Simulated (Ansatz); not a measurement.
The compound is K2CoF6 (started from the K2PtCl6 type) (Fm-3m).

The structure was built from a prototype and need not be the compound's stable phase.

```
K Co F
1.0
     0.00000    3.88235    3.88235
     3.88235    0.00000    3.88235
     3.88235    3.88235    0.00000
K Co F
2 1 6
Direct
  0.25000 0.25000 0.25000
  0.75000 0.75000 0.75000
  0.00000 0.00000 0.00000
  0.22776 0.22776 0.77224
  0.77224 0.77224 0.22776
  0.22776 0.77224 0.22776
  0.77224 0.22776 0.77224
  0.77224 0.22776 0.22776
  0.22776 0.77224 0.77224
```

The structure was relaxed with LDA. The structure type comes from a generator and need not be one that this composition takes. The structure was generated from a model, not taken from a measurement. The runs that relaxed it are not among those shown. The program's search for lower electronic states was switched off, so nothing shows that the state found is the lowest. PAW set soft_2, made with PBE.

A constrained-RPA run (Ansatz 0.2.0; non-magnetic LDA; Co d, bands v3 to c2, 4×4×4 mesh, medium accuracy) builds 5 functions on bands 2.6 eV wide, with 5.0 electrons in the window. The bare on-site interaction is 17.6 eV and the bare J 0.53 eV.

Q: What U and J survive the screening?

On the Co d shell, U = 5.62 eV (32 % of the bare value), U′ = 4.71 eV, J = 0.41 eV.

The parent state is non-magnetic and the interaction static (zero frequency); U depends on the window and the orbitals, so it belongs to this model alone.

[Paths, hosts, dates, memory and timing lines, banners, echoed tables and standing remarks are left out of the program output.]

[Logs are printed without paths, hosts, clocks, repeated set-up lines and the standing remarks that a program may print on its own settings, such as how far it seeks lower states.]

[Runs of the session that timed out or met a known fault of the program may be left out.]

[Hosts, paths, dates, database ids (printed as entryN), source tags and the programs' standing remarks are cut or masked in the printed files.]
